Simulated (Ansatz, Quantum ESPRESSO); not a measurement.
# KI (Fm-3m): third-order response, part 2 of 3

Wanted: vibrational spectra of KI (Fm-3m) from linear and non-linear response.

Quantum ESPRESSO 8.0 development, patched; DFT LDA, scalar-relativistic, plane waves, PseudoDojo norm-conserving pseudopotentials.

So far. Step 2 (A first look): A gap of 3.6 eV opens on this mesh, so the crystal is taken as an insulator; the start stands at -1.3 GPa. Step 4 (Ground state): The cell stands at -0.0030 GPa, close enough for phonons. The relaxed cell has a = 6.817 Å (conventional setting).

**5. Linear response at Γ**

At q = 0 one unit cell holds all displacements; symmetry groups them into irreducible representations that are solved one by one. The response to a field gives ε∞ and the Born charges, which polar modes need. Third-order response adds the Raman tensors.

File ph.in:

```
phonons
 &inputph
    prefix='x',
    outdir='./tmp',
    fildyn='g.dyn',
    tr2_ph=1.0d-18,
    epsil=.true.,
    lraman=.true.,
    elop=.true.,
 /
0.000000000000 0.000000000000 0.000000000000
```

Launch:

```sh
$ OMP_NUM_THREADS=1 mpirun -n 2 ph.x -nk 2 -in ph.in > ph.out
```

Output:

```text
[banners, grids, parts of the stress and lines that vanish by symmetry left out]
[banner, memory and clock lines left out]
Program PHONON v.8.0dev

     Dynamical matrices for q-points given in input
     (   1q-points):
       N         xq(1)         xq(2)         xq(3)
       1   0.000000000   0.000000000   0.000000000

     ./tmp/x.save/

     IMPORTANT: XC functional enforced from input :
     Exchange-correlation= PW
                           (   1   4   0   0   0   0   0)
     Any further DFT definition will be discarded
     Please, verify this is what you really want

     G-vector sticks info

     Reading collected, re-writing distributed wavefunctions in ./tmp/

     Number and degeneracy of irreps per q-point
       N         xq(1)         xq(2)         xq(3)   N irreps
       1   0.000000000   0.000000000   0.000000000       2
        3   3

     Calculation of q =    0.0000000   0.0000000   0.0000000

     phonons

     bravais-lattice index     =            2
     lattice parameter (alat)  =      12.8824  a.u.
     unit-cell volume          =     534.4734 (a.u.)^3
     number of atoms/cell      =            2
     number of atomic types    =            2
     kinetic-energy cut-off    =      72.0000  Ry
     charge density cut-off    =     288.0000  Ry
     convergence threshold     =      1.0E-18
     beta                      =       0.7000
     number of iterations used =            4
     Exchange-correlation= PW
                           (   1   4   0   0   0   0   0)

     celldm(1)=   12.88236  celldm(2)=    0.00000  celldm(3)=    0.00000
     celldm(4)=    0.00000  celldm(5)=    0.00000  celldm(6)=    0.00000

     crystal axes: (cart. coord. in units of alat)
               a(1) = ( -0.5000  0.0000  0.5000 )
               a(2) = (  0.0000  0.5000  0.5000 )
               a(3) = ( -0.5000  0.5000  0.0000 )

     reciprocal axes: (cart. coord. in units 2 pi/alat)
               b(1) = ( -1.0000 -1.0000  1.0000 )
               b(2) = (  1.0000  1.0000  1.0000 )
               b(3) = ( -1.0000  1.0000 -1.0000 )

     Atoms inside the unit cell:

     Cartesian axes

     site n.  atom      mass           positions (alat units)
        1  K      39.0983   tau(    1) = (    0.00000    0.00000    0.00000  )
        2  I     126.9045   tau(    2) = (   -0.50000    0.50000    0.50000  )

     Computing dynamical matrix for
                    q = (   0.0000000   0.0000000   0.0000000 )

     49 Sym.Ops. (with q -> -q+G )

     G cutoff = 1210.6635  (  44039 G-vectors)     FFT grid: ( 50, 50, 50)
     number of k points=    16
                       cart. coord. in units 2pi/alat
        k(    1) = (   0.0000000   0.0000000   0.0000000), wk =   0.0092593
        k(    2) = (  -0.1666667   0.1666667  -0.1666667), wk =   0.0740741
        k(    3) = (  -0.3333333   0.3333333  -0.3333333), wk =   0.0740741
        [... further k-points left out ...]

     PseudoPot. # 1 for K  read from file:
     ./pseudo/K.upf
     Pseudo is Norm-conserving + core correction, Zval =  9.0

     PseudoPot. # 2 for I  read from file:
     ./pseudo/I.upf
     Pseudo is Norm-conserving + core correction, Zval =  7.0

     Mode symmetry, O_h (m-3m)  point group:

     Electric field:
     Dielectric constant
     Born effective charges as d Force / d E
     Raman tensor
     Electro-optic tensor

     Atomic displacements:
     There are    2 irreducible representations

     Representation     1      3 modes -  To be done

     Representation     2      3 modes -  To be done

     Alpha used in Ewald sum =   2.8000

     Electric Fields Calculation

     The passes end when |ddv_scf|^2 is under  4.4E-20 (on this mesh; tr2_ph alone asks  1.0E-18)

      iter #   1   av.it.:   6.9
      thresh= 1.000E-02 alpha_mix =  0.700 |ddv_scf|^2 =  7.177E-08

      [... iterations left out ...]
      iter #   8   av.it.:  12.4
      thresh= 2.121E-10 alpha_mix =  0.700 |ddv_scf|^2 =  3.241E-20

     End of electric fields calculation

          Dielectric constant in cartesian axis

          (       3.126664561      -0.000000000      -0.000000000 )
          (      -0.000000000       3.126664561       0.000000000 )
          (      -0.000000000       0.000000000       3.126664561 )

          Effective charges (d Force / dE) in cartesian axis without acoustic sum rule applied (asr)

           atom    1  K     Mean Z*:        1.10630
      Ex  (        1.10630        0.00000        0.00000 )
      Ey  (        0.00000        1.10630       -0.00000 )
      Ez  (        0.00000       -0.00000        1.10630 )
           atom    2  I     Mean Z*:       -1.10741
      Ex  (       -1.10741        0.00000        0.00000 )
      Ey  (        0.00000       -1.10741        0.00000 )
      Ez  (        0.00000       -0.00000       -1.10741 )

          Effective charges Sum: Mean:       -0.00111
             -0.00111        0.00000        0.00000
              0.00000       -0.00111       -0.00000
              0.00000       -0.00000       -0.00111

          Effective charges (d Force / dE) in cartesian axis with asr applied:
           atom    1  K     Mean Z*:        1.10685
      E*x (        1.10685       -0.00000       -0.00000 )
      E*y (       -0.00000        1.10685       -0.00000 )
      E*z (        0.00000        0.00000        1.10685 )
           atom    2  I     Mean Z*:       -1.10685
      E*x (       -1.10685        0.00000        0.00000 )
      E*y (        0.00000       -1.10685        0.00000 )
      E*z (       -0.00000       -0.00000       -1.10685 )

     Calling punch_plot_e
     Writing on file  drho

     Computing Pc [DH,Drho] |psi>

     Derivative coefficient:  0.001000    Threshold: 1.00E-12
     Message from routine dhdrhopsi:
     some bands at k + dk did not converge to eth_ns: the Raman tensors may be inaccurate, compare with a run at another eth_ns or dek
     Non-scf  u_k: avg # of iterations = 18.0
     Non-scf Du_k: avg # of iterations = 30.2

          Dielectric constant from finite-differences

          (       3.126692963       0.000000000      -0.000000000 )
          (       0.000000000       3.126692963      -0.000000000 )
          (       0.000000000      -0.000000000       3.126692963 )

              Electro-optic tensor is defined as
            the derivative of the dielectric tensor
              with respect to one electric field
                 units are Rydberg a.u.

            to obtain the static chi^2 multiply by 1/2

            to convert to pm/Volt multiply per 2.7502

          Electro-optic tensor in cartesian axis:

          (       0.000000000      -0.000000000       0.000000000 )
          (       0.000000000      -0.000000000      -0.000000000 )
          (       0.000000000      -0.000000000       0.000000000 )

          (       0.000000000       0.000000000       0.000000000 )
          (       0.000000000      -0.000000000       0.000000000 )
          (       0.000000000       0.000000000       0.000000000 )

          (       0.000000000      -0.000000000       0.000000000 )
          (      -0.000000000       0.000000000      -0.000000000 )
          (       0.000000000      -0.000000000       0.000000000 )

          Electro-optic tensor: contribution #   1

          (      -0.000000000      -0.000000000       0.000000000 )
          (       0.000000000      -0.000000000       0.000000000 )
          (       0.000000000       0.000000000       0.000000000 )

          (      -0.000000000       0.000000000       0.000000000 )
          (       0.000000000      -0.000000000      -0.000000000 )
          (       0.000000000       0.000000000       0.000000000 )

          (      -0.000000000      -0.000000000      -0.000000000 )
          (       0.000000000      -0.000000000       0.000000000 )
          (      -0.000000000       0.000000000      -0.000000000 )

          Electro-optic tensor: contribution #   2

          (      -0.000000000      -0.000000000      -0.000000000 )
          (       0.000000000       0.000000000      -0.000000000 )
          (      -0.000000000      -0.000000000      -0.000000000 )

          (      -0.000000000      -0.000000000       0.000000000 )
          (      -0.000000000       0.000000000      -0.000000000 )
          (      -0.000000000      -0.000000000       0.000000000 )

          (      -0.000000000      -0.000000000      -0.000000000 )
          (       0.000000000       0.000000000      -0.000000000 )
          (      -0.000000000      -0.000000000      -0.000000000 )

     Computing Second order response

      iter #   1   av.it.:   8.9
      thresh= 1.000E-02 alpha_mix =  0.700 |ddv_scf|^2 =  1.842E-07

      [... iterations left out ...]
      iter #   9   av.it.:  13.1
      thresh= 7.763E-11 alpha_mix =  0.700 |ddv_scf|^2 =  7.211E-21

          Raman tensor (au^-1) in cartesian axis

           atom      1
          (      -0.000000000      -0.000000000      -0.000000000 )
          (      -0.000000000      -0.000000000       0.000000000 )
          (       0.000000000       0.000000000      -0.000000000 )

          (      -0.000000000       0.000000000       0.000000000 )
          (       0.000000000      -0.000000000      -0.000000000 )
          (       0.000000000       0.000000000       0.000000000 )

          (      -0.000000000      -0.000000000       0.000000000 )
          (      -0.000000000       0.000000000       0.000000000 )
          (      -0.000000000      -0.000000000      -0.000000000 )

           atom      2
          (       0.000000000       0.000000000       0.000000000 )
          (       0.000000000       0.000000000       0.000000000 )
          (      -0.000000000       0.000000000      -0.000000000 )

          (      -0.000000000      -0.000000000       0.000000000 )
          (       0.000000000       0.000000000      -0.000000000 )
          (      -0.000000000       0.000000000      -0.000000000 )

          (      -0.000000000      -0.000000000      -0.000000000 )
          (      -0.000000000      -0.000000000       0.000000000 )
          (      -0.000000000       0.000000000      -0.000000000 )

     Raman tensor (A^2)

     atom #    1    pol.  1
     -0.233160994461E-21     -0.758594221414E-21     -0.233160994461E-21
     -0.443334285242E-21     -0.653507576023E-21      0.292272232493E-21
      0.134642264407E-21      0.134642264407E-21     -0.755310263746E-22
     atom #    1    pol.  2
     -0.101802687722E-21      0.476173861927E-21      0.558272803638E-22
      0.160913925754E-21     -0.206889333113E-21     -0.206889333113E-21
[...]
atom #    1    pol.  3
[...]
atom #    2    pol.  1
[...]
atom #    2    pol.  2
[...]
atom #    2    pol.  3
[...]
-0.550062909467E-21      0.804569628772E-22     -0.550062909467E-21

     Representation #   1 modes #   1   2   3

     Self-consistent Calculation

     The passes end when |ddv_scf|^2 is under  4.4E-20 (on this mesh; tr2_ph alone asks  1.0E-18)

      iter #   1   av.it.:   5.9
      thresh= 1.000E-02 alpha_mix =  0.700 |ddv_scf|^2 =  4.731E-08

      [... iterations left out ...]
      iter #   8   av.it.:  12.8
      thresh= 3.889E-10 alpha_mix =  0.700 |ddv_scf|^2 =  3.239E-20

     End of self-consistent calculation

     Convergence has been achieved

     Representation #   2 modes #   4   5   6

     Self-consistent Calculation

     The passes end when |ddv_scf|^2 is under  4.4E-20 (on this mesh; tr2_ph alone asks  1.0E-18)

      iter #   1   av.it.:   7.7
      thresh= 1.000E-02 alpha_mix =  0.700 |ddv_scf|^2 =  3.427E-07

      [... iterations left out ...]
      iter #   8   av.it.:  12.8
      thresh= 4.639E-10 alpha_mix =  0.700 |ddv_scf|^2 =  1.628E-20

     End of self-consistent calculation

     Convergence has been achieved

     Number of q in the star =    1
     List of q in the star:
          1   0.000000000   0.000000000   0.000000000

          Dielectric constant in cartesian axis

          (       3.126664561      -0.000000000      -0.000000000 )
          (      -0.000000000       3.126664561       0.000000000 )
          (      -0.000000000       0.000000000       3.126664561 )

          Effective charges (d Force / dE) in cartesian axis without acoustic sum rule applied (asr)

           atom    1  K     Mean Z*:        1.10630
      Ex  (        1.10630        0.00000        0.00000 )
      Ey  (        0.00000        1.10630       -0.00000 )
      Ez  (        0.00000       -0.00000        1.10630 )
           atom    2  I     Mean Z*:       -1.10741
      Ex  (       -1.10741        0.00000        0.00000 )
      Ey  (        0.00000       -1.10741        0.00000 )
      Ez  (        0.00000       -0.00000       -1.10741 )

          Effective charges Sum: Mean:       -0.00111
             -0.00111        0.00000        0.00000
              0.00000       -0.00111       -0.00000
              0.00000       -0.00000       -0.00111

          Effective charges (d Force / dE) in cartesian axis with asr applied:
           atom    1  K     Mean Z*:        1.10685
      E*x (        1.10685       -0.00000       -0.00000 )
      E*y (       -0.00000        1.10685       -0.00000 )
      E*z (        0.00000        0.00000        1.10685 )
           atom    2  I     Mean Z*:       -1.10685
      E*x (       -1.10685        0.00000        0.00000 )
      E*y (        0.00000       -1.10685        0.00000 )
      E*z (       -0.00000       -0.00000       -1.10685 )

     Diagonalizing the dynamical matrix

     q = (    0.000000000   0.000000000   0.000000000 )

 **************************************************************************
     freq (    1) =       0.015815 [THz] =       0.527518 [cm-1]
     freq (    2) =       0.015815 [THz] =       0.527518 [cm-1]
     freq (    3) =       0.015815 [THz] =       0.527518 [cm-1]
     freq (    4) =       3.441254 [THz] =     114.787874 [cm-1]
     freq (    5) =       3.441254 [THz] =     114.787874 [cm-1]
     freq (    6) =       3.441254 [THz] =     114.787874 [cm-1]
 **************************************************************************

     Mode symmetry, O_h (m-3m)  point group:

     freq (   1-   3) =          0.5  [cm-1]   --> T_1u G_15  G_4- I
     freq (   4-   6) =        114.8  [cm-1]   --> T_1u G_15  G_4- I
```

The job ended after 6.4 min (2 MPI ranks of Intel Xeon Platinum 8375C at 2.90GHz (Ice Lake), shared host; 13 min of CPU time).

Read from the output:

- miss of the charge sum rule: 0.001110 e
- largest acoustic frequency at the zone centre before the sum rule: 0.53 cm⁻¹
- highest optical zone-centre mode (no LO-TO term): 114.8 cm⁻¹
- lowest optical zone-centre mode: 114.8 cm⁻¹
- mean high-frequency dielectric constant: 3.127
- largest Born charge in size (third of the trace): 1.107 e

Born charge (rows field, columns displacement), before the sum rule (e), principal values of the symmetric part by kind of site:

| atom | atoms with these values | low | middle | high | mean |
| --- | --- | --- | --- | --- | --- |
| K1 | 1 | 1.11 | 1.11 | 1.11 | 1.11 |
| I2 | 1 | -1.11 | -1.11 | -1.11 | -1.11 |

In full for K1:

```
1.11 0.00 0.00
0.00 1.11 0.00
0.00 0.00 1.11
```

High-frequency dielectric tensor:

```
3.13 0.00 0.00
0.00 3.13 0.00
0.00 0.00 3.13
```

The acoustic modes at Γ come out as far as 0.5 cm⁻¹ from zero, where they should vanish, a small numerical error; the Born charges miss their sum rule by 0.0011 e, which is good.

**6. Zone-centre analysis**

A rigid shift of the crystal must cost nothing, but grids and finite bases break this; the acoustic sum rule is imposed before the matrix is diagonalised again. With Born charges the intensities follow, and the static dielectric tensor.

File dynmat.in:

```
 &input
    fildyn='g.dyn',
    asr='simple',
    fileig='dynmat.eig',
    lperm=.true.,
 /
```

Launch:

```sh
$ dynmat.x -in dynmat.in > dynmat.out
```

Output:

```text
[banner, memory and clock lines left out]
Program DYNMAT v.8.0dev

     Reading Dynamical Matrix from file g.dyn
     ...Force constants read
     ...epsilon and Z* read
     ...Raman cross sections read
     A direction for q was not specified:TO-LO splitting will be absent

     Polarizability (A^3 units)
     multiply by 0.585176 for Clausius-Mossotti correction (not under assume_isolated = 'mt')
        13.403511   -0.000000   -0.000000
        -0.000000   13.403511    0.000000
        -0.000000    0.000000   13.403511

     IR activities are in (D/A)^2/amu units

# mode   [cm-1]    [THz]      IR
    1      0.00    0.0000    0.0000
    2      0.00    0.0000    0.0000
    3      0.00    0.0000    0.0000
    4    114.78    3.4412    0.9456
    5    114.78    3.4412    0.9456
    6    114.78    3.4412    0.9456

Electronic dielectric permittivity tensor (relative, adimensional)
         3.126665   -0.000000   -0.000000
        -0.000000    3.126665    0.000000
        -0.000000    0.000000    3.126665

 ... with zone-center polar mode contributions
         5.059462    0.000000    0.000000
         0.000000    5.059462   -0.000000
         0.000000   -0.000000    5.059462
```

Run time: 0.58 s. Hardware: 1 thread.

This step gave:

```
mean static dielectric constant : 5.059
```

Unit eigenvectors of the mass-weighted matrix after the sum rule; no LO-TO term. Modes at Γ, with each element's share of the kinetic energy:

| mode | frequency (cm⁻¹) | symmetry | K % | I % |
| --- | --- | --- | --- | --- |
| 1 | 0.0 | acoustic | 24 | 76 |
| 2 | 0.0 | acoustic | 24 | 76 |
| 3 | 0.0 | acoustic | 24 | 76 |
| 4 | 114.8 | T1u | 76 | 24 |
| 5 | 114.8 | T1u | 76 | 24 |
| 6 | 114.8 | T1u | 76 | 24 |

Displacements in mode 4 (114.8 cm⁻¹), the largest set to 1:
```
K1   0.00  0.36  1.00
I2   0.00 -0.11 -0.31
```

Degenerate modes summed, no LO-TO term. Infrared lines, with heights relative to the strongest:

| position (cm⁻¹) | lines merged | label | IR intensity, relative |
| --- | --- | --- | --- |
| 115 | 3 | T1u | 100 |

Static dielectric tensor (ions relaxed, fixed cell):

```
5.06 0.00 0.00
0.00 5.06 0.00
0.00 0.00 5.06
```

The rule moves no optical mode by more than 0.1 cm⁻¹.

**7. Sum rules set otherwise: a sum rule for molecules or wires on a crystal**

This rule also removes rotations, which suits wires and not a crystal; it is tried to see the harm.

File dynmat.in:

```
 &input
    fildyn='g.dyn',
    asr='one-dim',
    fileig='dynmat.eig',
    lperm=.true.,
 /
```

Launch:

```sh
$ dynmat.x -in dynmat.in > dynmat.out
```

Output:

```text
[banner, memory and clock lines left out]
Program DYNMAT v.8.0dev

     Reading Dynamical Matrix from file g.dyn
     ...Force constants read
     ...epsilon and Z* read
     ...Raman cross sections read
asr rotation axis in 1D system=    3
     For the rotational sum rules    1 atoms are taken in another cell, next to their neighbours
     Acoustic Sum Rule: || Z*(ASR) - Z*(orig)|| =    1.355494E-03
     Acoustic Sum Rule: ||dyn(ASR) - dyn(orig)||=    4.023170E-06
     Message from routine dynmat:
     WARNING: the charges keep any dipole. Ignore the strengths of the modes set to zero; with q typed a rigid rotation may get a frequency
     A direction for q was not specified:TO-LO splitting will be absent

     Polarizability (A^3 units)
     multiply by 0.585176 for Clausius-Mossotti correction (not under assume_isolated = 'mt')
        13.403511   -0.000000   -0.000000
        -0.000000   13.403511    0.000000
        -0.000000    0.000000   13.403511

     IR activities are in (D/A)^2/amu units

# mode   [cm-1]    [THz]      IR
    1     -0.00   -0.0000    0.0000
    2      0.00    0.0000    0.0000
    3      0.00    0.0000    0.0000
    4    114.79    3.4412    0.9456
    5    114.79    3.4412    0.9456
    6    114.79    3.4412    0.9456

Electronic dielectric permittivity tensor (relative, adimensional)
         3.126665   -0.000000   -0.000000
        -0.000000    3.126665    0.000000
        -0.000000    0.000000    3.126665

 ... with zone-center polar mode contributions
         5.059405   -0.000000    0.000000
        -0.000000    5.059405   -0.000000
         0.000000   -0.000000    5.059405
```

The job ended after 0.58 s (1 thread).

The program raised no error, yet the settings are not those of a careful run.

The fault: a sum rule for molecules or wires on a crystal; here no optical mode moves by more than 0.1 cm⁻¹.

Zone-centre frequencies as printed; negative means imaginary. Modes:

| mode | frequency (cm⁻¹) |
| --- | --- |
| 1 | 0 |
| 2 | 0 |
| 3 | 0 |
| 4 | 114.8 |
| 5 | 114.8 |
| 6 | 114.8 |

(Part 2 of 3 ends here.)

[Host names and launcher messages were left out of these logs when they were recorded.]

[Logs are printed without paths, hosts, clocks, repeated set-up lines and the standing remarks that a program may print on its own settings, such as how far it seeks lower states.]

[Hosts, paths, dates, database ids (printed as entryN), source tags and the programs' standing remarks are cut or masked in the printed files.]
